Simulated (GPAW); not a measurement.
# Near-edge structure at the N K edge of BN (P6_3/mmc)

What does one-electron theory with a core hole give for the N K edge of BN (P6_3/mmc)?

Calculated with GPAW 26.7.0; X-ray absorption from dipole matrix elements to empty bands, plane-wave PAW LDA.

Most raw output is cut from this account.

The database entry behind the starting cell differs from later determinations by our own check (about 0.3 % short, minor phase), so it need not match the best structure at ambient conditions.

## Step 1: Set-up

Symmetry: P6_3/mmc, No. 194, hexagonal system. Conventional cell: a = 2.498 Å, b = 2.498 Å, c = 6.636 Å, α = 90.00°, β = 90.00°, γ = 120.00°. Nearest to N lie 3 B at 1.44 Å. B has 3 N at 1.44 Å nearest. Farther neighbours and most contacts between anions are not listed.

## Step 2: Ground state of the crystal

The ground state comes first: it tells whether the system has a gap, which decides how the excited electron is treated.

scf.py reads:

```python
import numpy as np
from ase import Atoms
from ase.parallel import parprint, paropen
from gpaw import GPAW, PW, FermiDirac, Mixer, MixerDif, setup_paths
from gpaw.test import gen
setup_paths.insert(0, '.')
gen('N', name='nch1s', xcname='LDA', corehole=(1, 0, 0), write_xml=True)

atoms = Atoms('N2B2',
    cell=[[2.49824, 0, 0],
     [-1.24912, 2.1635393, 0],
     [0, 0, 6.6357]],
    scaled_positions=[[0.66666667, 0.33333333, 0.25],
     [0.33333333, 0.66666667, 0.75],
     [0.66666667, 0.33333333, 0.75],
     [0.33333333, 0.66666667, 0.25]],
    pbc=True)
atoms.calc = calc = GPAW(legacy_gpaw=True, mode=PW(500), xc='LDA', setups={0: 'nch1s'},
    kpts={'size': (11, 11, 4), 'gamma': True}, occupations=FermiDirac(0.05),
    charge=0, mixer=Mixer(0.1, 5, 50), maxiter=150,
    convergence={'density': 0.0001}, txt='scf.txt')
energy = atoms.get_potential_energy() + calc.get_reference_energy()
ef = calc.get_fermi_level()
out = dict(energy=energy, fermi=ef, forces=atoms.get_forces().tolist())
parprint(f'all-electron energy {energy:.4f} eV, Fermi level {ef:.4f} eV')
ev = np.array([[calc.get_eigenvalues(k, s) for k in range(len(calc.get_ibz_k_points()))] for s in range(calc.get_number_of_spins())])
out['homo'], out['lumo'], out['counts'] = ev[ev < ef].max(), ev[ev > ef].min(), sorted(set((ev < ef).sum((0, 2)).tolist()))
out['filled'] = (ev[:, 0] < ef).sum(1).tolist()
import json
with paropen('out.json', 'w') as f:
    json.dump(out, f)
```

Command:

```
$ OMP_NUM_THREADS=1 python scf.py
```

Run time: 54 s. Hardware: 1 thread of Arm Neoverse N1, shared host; peak memory 0.2 GiB.

The mesh shows a gap of 4.13 eV, so the hole is first treated in a charged cell, without the excited electron.

## Step 3: Spectrum without a core hole, N atom 1

Without a hole the spectrum is the empty density of states of the right symmetry on the absorber, weighted by matrix elements. It needs only the small cell and serves as the baseline. The data set with a hole of occupation 0 only carries the core orbital.

The absorber has 3 B at 1.44 Å (trigonal planar, site symmetry -6m2).

xas.py reads:

```python
import numpy as np
from ase import Atoms
from ase.parallel import parprint, paropen
from gpaw import GPAW, PW, FermiDirac, Mixer, MixerDif, setup_paths
from gpaw.test import gen
setup_paths.insert(0, '.')
gen('N', name='nch1s', xcname='LDA', corehole=(1, 0, 0), write_xml=True)

atoms = Atoms('N2B2',
    cell=[[2.49824, 0, 0],
     [-1.24912, 2.1635393, 0],
     [0, 0, 6.6357]],
    scaled_positions=[[0.66666667, 0.33333333, 0.25],
     [0.33333333, 0.66666667, 0.75],
     [0.66666667, 0.33333333, 0.75],
     [0.33333333, 0.66666667, 0.25]],
    pbc=True)
atoms.calc = calc = GPAW(legacy_gpaw=True, mode=PW(500), xc='LDA', setups={0: 'nch1s'},
    kpts={'size': (11, 11, 4), 'gamma': True}, occupations=FermiDirac(0.02),
    charge=0, mixer=Mixer(0.1, 5, 50), maxiter=150,
    convergence={'density': 0.0001}, txt='scf.txt')
energy = atoms.get_potential_energy() + calc.get_reference_energy()
ef = calc.get_fermi_level()
out = dict(energy=energy, fermi=ef, forces=atoms.get_forces().tolist())
parprint(f'all-electron energy {energy:.4f} eV, Fermi level {ef:.4f} eV')
ev = np.array([[calc.get_eigenvalues(k, s) for k in range(len(calc.get_ibz_k_points()))] for s in range(calc.get_number_of_spins())])
out['homo'], out['lumo'], out['counts'] = ev[ev < ef].max(), ev[ev > ef].min(), sorted(set((ev < ef).sum((0, 2)).tolist()))
out['filled'] = (ev[:, 0] < ef).sum(1).tolist()

from gpaw.xas import XAS
nb = int(calc.get_number_of_electrons() / 2) + 25
top = nb
nscf = calc.fixed_density(kpts={'size': (10, 10, 4), 'gamma': True},
    convergence={'eigenstates': 1.0}, txt='nscf.txt')
nscf.diagonalize_full_hamiltonian(nbands=nb)
cell = atoms.cell.array
ops = [cell.T @ U.T @ np.linalg.inv(cell.T) for U in nscf.wfs.kd.symmetry.op_scc]
filled = [8]  # bands filled in the ground state, by spin
E = np.arange(-25, 34, 0.1)
fwhm = np.interp(E, [4, 25], [0.9, 3.5])
Y, X, zero, highest = 0, 0, 1e9, 1e9
for spin in range(nscf.get_number_of_spins()):
    xas = XAS(nscf, mode='all', center=0, spin=spin)
    eps = xas.eps_kn
    d = xas.sigma_cmkn  # core-to-band dipole matrix elements, k weights included
    T = np.einsum('amkn,bmkn->abkn', d, d.conj()).real
    T = sum(np.einsum('ai,ijkn,bj->abkn', R, T, R) for R in ops) / len(ops)
    empty = np.ones_like(eps, bool) & (np.arange(nb) >= filled[spin])
    zero, highest = min(zero, eps[empty].min()), min(highest, eps[:, top - 1].min())
    lines = [(eps, T, empty)] if spin == 0 else lines + [(eps, T, empty)]
for eps, T, empty in lines:
    f = np.einsum('aakn->akn', T).reshape(3, -1)
    x = eps.ravel() - zero
    w = np.interp(x, E, fwhm) / 2.35482
    g = np.exp(-0.5 * ((E[:, None] - x) / w) ** 2) / (w * (2 * np.pi) ** 0.5)
    Y = Y + (f * empty.ravel()) @ g.T
    X = X + (f * ~empty.ravel()) @ g.T
out.update(E=E.round(2).tolist(), xas=Y.tolist(), xes=X.tolist(), zero=zero, valid=highest - zero, nk=len(eps), nb=nb)
for i in range(0, len(E), 10):
    parprint(f'{E[i]:7.2f}', *(f'{v:10.3e}' for v in Y[:, i]))
import json
with paropen('out.json', 'w') as f:
    json.dump(out, f)
```

Command:

```
$ OMP_NUM_THREADS=1 python xas.py
```

Wall time 8.5 min (1 thread); peak memory 0.38 GiB.

The N K spectrum, N atom 1, no core hole (energy from the lowest empty level; intensity scaled to a mean of 1 over the first 20 eV; polarised curves are means over the symmetry-equivalent atoms):

| E (eV) | isotropic | ε ⊥ c | ε ∥ c |
| --- | --- | --- | --- |
| -2.00 | 0.00 | 0.00 | 0.00 |
| -1.25 | 0.00 | 0.00 | 0.00 |
| -0.50 | 0.00 | 0.00 | 0.01 |
| 0.25 | 0.09 | 0.00 | 0.26 |
| 1.00 | 0.39 | 0.01 | 1.16 |
| 1.75 | 0.56 | 0.03 | 1.64 |
| 2.50 | 0.66 | 0.05 | 1.88 |
| 3.25 | 0.86 | 0.08 | 2.42 |
| 4.00 | 0.79 | 0.07 | 2.23 |
| 4.75 | 0.76 | 0.12 | 2.03 |
| 5.50 | 0.63 | 0.19 | 1.49 |
| 6.25 | 0.55 | 0.41 | 0.82 |
| 7.00 | 0.78 | 0.78 | 0.78 |
| 7.75 | 1.18 | 1.31 | 0.91 |
| 8.50 | 1.53 | 1.74 | 1.11 |
| 9.25 | 1.35 | 1.63 | 0.81 |
| 10.00 | 0.93 | 1.20 | 0.41 |
| 10.75 | 0.75 | 1.02 | 0.21 |
| 11.50 | 0.72 | 1.00 | 0.16 |
| 12.25 | 0.76 | 1.06 | 0.15 |
| 13.00 | 0.93 | 1.27 | 0.26 |
| 13.75 | 1.12 | 1.45 | 0.45 |
| 14.50 | 1.30 | 1.65 | 0.60 |
| 15.25 | 1.57 | 2.04 | 0.63 |
| 16.00 | 1.83 | 2.43 | 0.65 |
| 16.75 | 1.87 | 2.44 | 0.74 |
| 17.50 | 1.66 | 2.02 | 0.93 |
| 18.25 | 1.34 | 1.47 | 1.08 |
| 19.00 | 1.03 | 1.01 | 1.06 |
| 19.75 | 0.77 | 0.71 | 0.88 |
| 20.50 | 0.59 | 0.55 | 0.66 |
| 21.25 | 0.51 | 0.52 | 0.48 |
| 22.00 | 0.50 | 0.57 | 0.36 |
| 22.75 | 0.52 | 0.64 | 0.29 |
| 23.50 | 0.53 | 0.67 | 0.27 |
| 24.25 | 0.53 | 0.65 | 0.29 |
| 25.00 | 0.52 | 0.61 | 0.36 |
| 25.75 | 0.51 | 0.54 | 0.45 |
| 26.50 | 0.50 | 0.47 | 0.57 |
| 27.25 | 0.50 | 0.39 | 0.71 |
| 28.00 | 0.49 | 0.31 | 0.84 |
| 28.75 | 0.48 | 0.25 | 0.94 |
| 29.50 | 0.48 | 0.23 | 0.98 |

Main maxima below 24 eV (height): 3.2 eV (0.86), 8.6 eV (1.54) and 16.5 eV (1.89). A K edge sees empty p states; at this planar three-fold site the curve for the electric vector normal to the plane peaks at 3.2 eV, where it is mainly π* that absorbs: that direction carries over 70 % of the weight there.

The same matrix elements for filled bands give the N K emission of N atom 1 (ground-state approximation; energy from the lowest empty level, largest value 1):

| E (eV) | emission |
| --- | --- |
| -24.00 | 0.00 |
| -23.25 | 0.00 |
| -22.50 | 0.00 |
| -21.75 | 0.00 |
| -21.00 | 0.00 |
| -20.25 | 0.01 |
| -19.50 | 0.01 |
| -18.75 | 0.01 |
| -18.00 | 0.00 |
| -17.25 | 0.00 |
| -16.50 | 0.00 |
| -15.75 | 0.00 |
| -15.00 | 0.00 |
| -14.25 | 0.00 |
| -13.50 | 0.03 |
| -12.75 | 0.35 |
| -12.00 | 0.47 |
| -11.25 | 0.34 |
| -10.50 | 0.38 |
| -9.75 | 0.55 |
| -9.00 | 0.72 |
| -8.25 | 0.99 |
| -7.50 | 0.96 |
| -6.75 | 0.73 |
| -6.00 | 0.80 |
| -5.25 | 0.67 |
| -4.50 | 0.54 |
| -3.75 | 0.13 |
| -3.00 | 0.00 |
| -2.25 | 0.00 |
| -1.50 | 0.00 |
| -0.75 | 0.00 |
| 0.00 | 0.00 |
| 0.75 | 0.00 |
| 1.50 | 0.00 |
| 2.25 | 0.00 |
| 3.00 | 0.00 |

Emission maxima: -12.2 eV (0.50), -8.2 eV (1.00) and -6.0 eV (0.80).

## Step 4: Reference energy of the supercell

The photon energy needs a difference of total energies, so the cell and mesh of the coming hole run are first run without a hole.

Edit scf.py of step 2 so:

```diff
@@ -8,13 +8,25 @@
 
-atoms = Atoms('N2B2',
-    cell=[[2.49824, 0, 0],
-     [-1.24912, 2.1635393, 0],
+atoms = Atoms('N8B8',
+    cell=[[4.99648, 0, 0],
+     [-2.49824, 4.32707861, 0],
      [0, 0, 6.6357]],
-    scaled_positions=[[0.66666667, 0.33333333, 0.25],
+    scaled_positions=[[0.33333333, 0.16666667, 0.25],
+     [0.33333333, 0.66666667, 0.25],
+     [0.83333333, 0.16666667, 0.25],
+     [0.83333333, 0.66666667, 0.25],
+     [0.16666667, 0.33333333, 0.75],
+     [0.16666667, 0.83333333, 0.75],
+     [0.66666667, 0.33333333, 0.75],
+     [0.66666667, 0.83333333, 0.75],
+     [0.33333333, 0.16666667, 0.75],
      [0.33333333, 0.66666667, 0.75],
-     [0.66666667, 0.33333333, 0.75],
-     [0.33333333, 0.66666667, 0.25]],
+     [0.83333333, 0.16666667, 0.75],
+     [0.83333333, 0.66666667, 0.75],
+     [0.16666667, 0.33333333, 0.25],
+     [0.16666667, 0.83333333, 0.25],
+     [0.66666667, 0.33333333, 0.25],
+     [0.66666667, 0.83333333, 0.25]],
     pbc=True)
 atoms.calc = calc = GPAW(legacy_gpaw=True, mode=PW(500), xc='LDA', setups={0: 'nch1s'},
-    kpts={'size': (11, 11, 4), 'gamma': True}, occupations=FermiDirac(0.05),
+    kpts={'size': (4, 4, 3), 'gamma': True}, occupations=FermiDirac(0.02),
     charge=0, mixer=Mixer(0.1, 5, 50), maxiter=150,
```

Command:

```
$ OMP_NUM_THREADS=1 python scf.py
```

The job ended after 2.4 min (1 thread; peak memory 0.3 GiB).

Reference energy: -17217.450 eV with the cores included.

## Step 5: Spectrum with FCH, N atom 1

The holes are 5.0 Å apart. In GPAW the data set carries the hole's charge, so charge=0 means a charged cell and charge=-1 a neutral one. The excited electron is left out and a uniform background balances the charge. After the field has converged, empty bands are computed with the density fixed and the dipole matrix elements are summed.

Edit xas.py of step 3 so:

```diff
@@ -6,15 +6,27 @@
 setup_paths.insert(0, '.')
-gen('N', name='nch1s', xcname='LDA', corehole=(1, 0, 0), write_xml=True)
+gen('N', name='fch1s', xcname='LDA', corehole=(1, 0, 1), write_xml=True)
 
-atoms = Atoms('N2B2',
-    cell=[[2.49824, 0, 0],
-     [-1.24912, 2.1635393, 0],
+atoms = Atoms('N8B8',
+    cell=[[4.99648, 0, 0],
+     [-2.49824, 4.32707861, 0],
      [0, 0, 6.6357]],
-    scaled_positions=[[0.66666667, 0.33333333, 0.25],
+    scaled_positions=[[0.33333333, 0.16666667, 0.25],
+     [0.33333333, 0.66666667, 0.25],
+     [0.83333333, 0.16666667, 0.25],
+     [0.83333333, 0.66666667, 0.25],
+     [0.16666667, 0.33333333, 0.75],
+     [0.16666667, 0.83333333, 0.75],
+     [0.66666667, 0.33333333, 0.75],
+     [0.66666667, 0.83333333, 0.75],
+     [0.33333333, 0.16666667, 0.75],
      [0.33333333, 0.66666667, 0.75],
-     [0.66666667, 0.33333333, 0.75],
-     [0.33333333, 0.66666667, 0.25]],
+     [0.83333333, 0.16666667, 0.75],
+     [0.83333333, 0.66666667, 0.75],
+     [0.16666667, 0.33333333, 0.25],
+     [0.16666667, 0.83333333, 0.25],
+     [0.66666667, 0.33333333, 0.25],
+     [0.66666667, 0.83333333, 0.25]],
     pbc=True)
-atoms.calc = calc = GPAW(legacy_gpaw=True, mode=PW(500), xc='LDA', setups={0: 'nch1s'},
-    kpts={'size': (11, 11, 4), 'gamma': True}, occupations=FermiDirac(0.02),
+atoms.calc = calc = GPAW(legacy_gpaw=True, mode=PW(500), xc='LDA', setups={0: 'fch1s'},
+    kpts={'size': (4, 4, 3), 'gamma': True}, occupations=FermiDirac(0.02),
     charge=0, mixer=Mixer(0.1, 5, 50), maxiter=150,
@@ -30,11 +42,10 @@
 from gpaw.xas import XAS
-nb = int(calc.get_number_of_electrons() / 2) + 25
-top = nb
-nscf = calc.fixed_density(kpts={'size': (10, 10, 4), 'gamma': True},
-    convergence={'eigenstates': 1.0}, txt='nscf.txt')
-nscf.diagonalize_full_hamiltonian(nbands=nb)
+nb = int(calc.get_number_of_electrons() / 2) + 88
+top, nb = nb, nb + 8 + nb // 12
+nscf = calc.fixed_density(kpts={'size': (5, 5, 4), 'gamma': True}, nbands=nb,
+    convergence={'bands': top, 'eigenstates': 1e-5}, maxiter=60, txt='nscf.txt')
 cell = atoms.cell.array
 ops = [cell.T @ U.T @ np.linalg.inv(cell.T) for U in nscf.wfs.kd.symmetry.op_scc]
-filled = [8]  # bands filled in the ground state, by spin
-E = np.arange(-25, 34, 0.1)
+filled = [32]  # bands filled in the ground state, by spin
+E = np.arange(-6, 34, 0.1)
 fwhm = np.interp(E, [4, 25], [0.9, 3.5])
```

Command:

```
$ OMP_NUM_THREADS=1 python xas.py
```

The job ended after 14 min (1 thread; peak memory 0.68 GiB).

The N K spectrum, N atom 1, full core hole (charged cell) (energy from the lowest empty level; intensity scaled to a mean of 1 over the first 20 eV; polarised curves are means over the symmetry-equivalent atoms):

| E (eV) | isotropic | ε ⊥ c | ε ∥ c |
| --- | --- | --- | --- |
| -2.0 | 0.00 | 0.00 | 0.00 |
| -1.0 | 0.00 | 0.00 | 0.01 |
| 0.0 | 0.39 | 0.00 | 1.18 |
| 1.0 | 0.73 | 0.00 | 2.19 |
| 2.0 | 0.74 | 0.06 | 2.12 |
| 3.0 | 0.46 | 0.16 | 1.04 |
| 4.0 | 0.58 | 0.40 | 0.94 |
| 5.0 | 1.17 | 1.22 | 1.08 |
| 6.0 | 1.79 | 2.44 | 0.50 |
| 7.0 | 2.12 | 3.04 | 0.30 |
| 8.0 | 1.74 | 2.32 | 0.56 |
| 9.0 | 1.29 | 1.74 | 0.37 |
| 10.0 | 0.82 | 1.08 | 0.29 |
| 11.0 | 0.75 | 1.03 | 0.21 |
| 12.0 | 0.90 | 1.28 | 0.14 |
| 13.0 | 1.12 | 1.60 | 0.16 |
| 14.0 | 1.44 | 1.98 | 0.37 |
| 15.0 | 1.28 | 1.61 | 0.62 |
| 16.0 | 0.83 | 0.87 | 0.73 |
| 17.0 | 0.56 | 0.42 | 0.85 |
| 18.0 | 0.53 | 0.28 | 1.03 |
| 19.0 | 0.54 | 0.31 | 1.01 |
| 20.0 | 0.51 | 0.40 | 0.72 |
| 21.0 | 0.46 | 0.48 | 0.43 |
| 22.0 | 0.40 | 0.46 | 0.28 |
| 23.0 | 0.32 | 0.36 | 0.23 |
| 24.0 | 0.28 | 0.29 | 0.25 |
| 25.0 | 0.29 | 0.27 | 0.35 |
| 26.0 | 0.33 | 0.25 | 0.50 |
| 27.0 | 0.36 | 0.21 | 0.66 |

Main maxima below 24 eV (height): 1.6 eV (0.93), 6.8 eV (2.14) and 14.2 eV (1.46). A K edge sees empty p states; at this planar three-fold site the curve for the electric vector normal to the plane peaks at 1.6 eV, where it is mainly π* that absorbs: that direction carries over 70 % of the weight there.

The hole costs E(hole) − E(ground) = 396.55 eV, and the lowest empty level of the hole cell on the spectrum's mesh lies at 7.33 eV, which puts the zero at 403.88 eV. One term is added: -7.76 eV, since the hole is spin-paired here and a spin-polarised one costs that much less in the free atom (computed apart). The photon energy is then 396.12 eV. The functional and the charged cell's background leave an error in such absolute values: in the free atom LDA prices this hole 3.5 eV below PBE (computed apart), and PBE is itself good to a few eV.

## Step 6: Excitation energy, N atom 1

With the excited electron kept in the cell the system stays neutral, and the energy difference is an excitation energy by itself. In a small cell that electron takes up a good share of the lowest empty band, or all of one, which shifts the value from the true onset.

Changed against the first core-hole run: core hole to XCH, with the smearing that suits a partly filled band.

Edit scf.py of step 4 so:

```diff
@@ -6,3 +6,3 @@
 setup_paths.insert(0, '.')
-gen('N', name='nch1s', xcname='LDA', corehole=(1, 0, 0), write_xml=True)
+gen('N', name='fch1s', xcname='LDA', corehole=(1, 0, 1), write_xml=True)
 
@@ -29,5 +29,5 @@
     pbc=True)
-atoms.calc = calc = GPAW(legacy_gpaw=True, mode=PW(500), xc='LDA', setups={0: 'nch1s'},
-    kpts={'size': (4, 4, 3), 'gamma': True}, occupations=FermiDirac(0.02),
-    charge=0, mixer=Mixer(0.1, 5, 50), maxiter=150,
+atoms.calc = calc = GPAW(legacy_gpaw=True, mode=PW(500), xc='LDA', setups={0: 'fch1s'},
+    kpts={'size': (4, 4, 3), 'gamma': True}, occupations=FermiDirac(0.04),
+    charge=-1, mixer=Mixer(0.1, 5, 50), maxiter=150,
     convergence={'density': 0.0001}, txt='scf.txt')
```

Command:

```
$ OMP_NUM_THREADS=1 python scf.py
```

Elapsed: 2.6 min, on 1 thread; peak memory 0.3 GiB.

The total-energy difference is 404.33 eV. With the free-atom term of -7.76 eV for this edge, the photon energy is 396.57 eV.

## Step 7: What the core hole does

Both curves are counted from their own zero, so only the shift of weight within the empty states shows.

| E (eV) | no hole | FCH |
| --- | --- | --- |
| -2.0 | 0.00 | 0.00 |
| -1.0 | 0.00 | 0.00 |
| 0.0 | 0.04 | 0.39 |
| 1.0 | 0.39 | 0.73 |
| 2.0 | 0.57 | 0.74 |
| 3.0 | 0.84 | 0.46 |
| 4.0 | 0.79 | 0.58 |
| 5.0 | 0.76 | 1.17 |
| 6.0 | 0.51 | 1.79 |
| 7.0 | 0.78 | 2.12 |
| 8.0 | 1.33 | 1.74 |
| 9.0 | 1.47 | 1.29 |
| 10.0 | 0.93 | 0.82 |
| 11.0 | 0.74 | 0.75 |
| 12.0 | 0.73 | 0.90 |
| 13.0 | 0.93 | 1.12 |
| 14.0 | 1.17 | 1.44 |
| 15.0 | 1.47 | 1.28 |
| 16.0 | 1.83 | 0.83 |
| 17.0 | 1.82 | 0.56 |
| 18.0 | 1.45 | 0.53 |
| 19.0 | 1.03 | 0.54 |
| 20.0 | 0.70 | 0.51 |
| 21.0 | 0.52 | 0.46 |
| 22.0 | 0.50 | 0.40 |
| 23.0 | 0.53 | 0.32 |
| 24.0 | 0.53 | 0.28 |
| 25.0 | 0.52 | 0.29 |
| 26.0 | 0.51 | 0.33 |
| 27.0 | 0.50 | 0.36 |

With each curve scaled to its own mean, the area from −2 to 6 eV with the hole is 4.9 against 3.6, and the centre of weight from −1 to 20 eV moves by -2.1 eV: the hole pulls the absorber's empty states down.

## Step 8: Outcome

| Item | Value |
| --- | --- |
| absorber and edge | N K, atom 1 of the ground-state input (counted from 1) |
| surroundings | 3 B at 1.44 Å (trigonal planar, site symmetry -6m2) |
| highest intensity below 16 eV | 6.8 eV above the zero, height 2.14 |
| photon energy of the zero, with the added terms | 396.1 eV (raw 403.9 eV; LDA puts this hole about 4 eV below PBE, itself good to a few eV) |

What this shows: The N K edge of atom 1, with 3 B at 1.44 Å (trigonal planar, site symmetry -6m2), has its highest intensity of the first 16 eV at 6.8 eV above the zero, near 403 eV in photon energy (LDA puts this hole about 4 eV below PBE, itself good to a few eV), 2.1 times the mean level of the first 20 eV (Gaussian full width 0.9 eV up to 4 eV, rising linearly to 3.5 eV at 25 eV). With each curve scaled to its own mean, the area from −2 to 6 eV with the hole is 4.9 against 3.6, and the centre of weight from −1 to 20 eV moves by -2.1 eV: the hole pulls the absorber's empty states down. The neutral-cell energy lies +0.5 eV from the charged-cell zero, a gap made of the charged-cell error and of where the added electron settles. At the N K edge of atom 1 polarisation matters most near 6.7 eV, where the curves differ by 2.9 on this scale. The holes are only 5.0 Å apart, so the shape is probably not converged with cell size; no larger cell was run here. The mesh is coarse (0.29 Å⁻¹ between points), so small maxima may be mesh ripples. The structure is a published determination, not relaxed.

[Logs are printed without paths, hosts, clocks, repeated set-up lines and the standing remarks that a program may print on its own settings, such as how far it seeks lower states.]

[Hosts, paths, dates, database ids (printed as entryN), source tags and the programs' standing remarks are cut or masked in the printed files.]

[Lists of maxima count a maximum above −3 eV only where it reaches 4 % of the highest in the window and stands out from its surroundings by 2 % of it (1.5 % where it reaches 55 %); shoulders and weaker maxima are passed over, and of the rest the first, up to two pre-edge ones and the few strongest are named.]
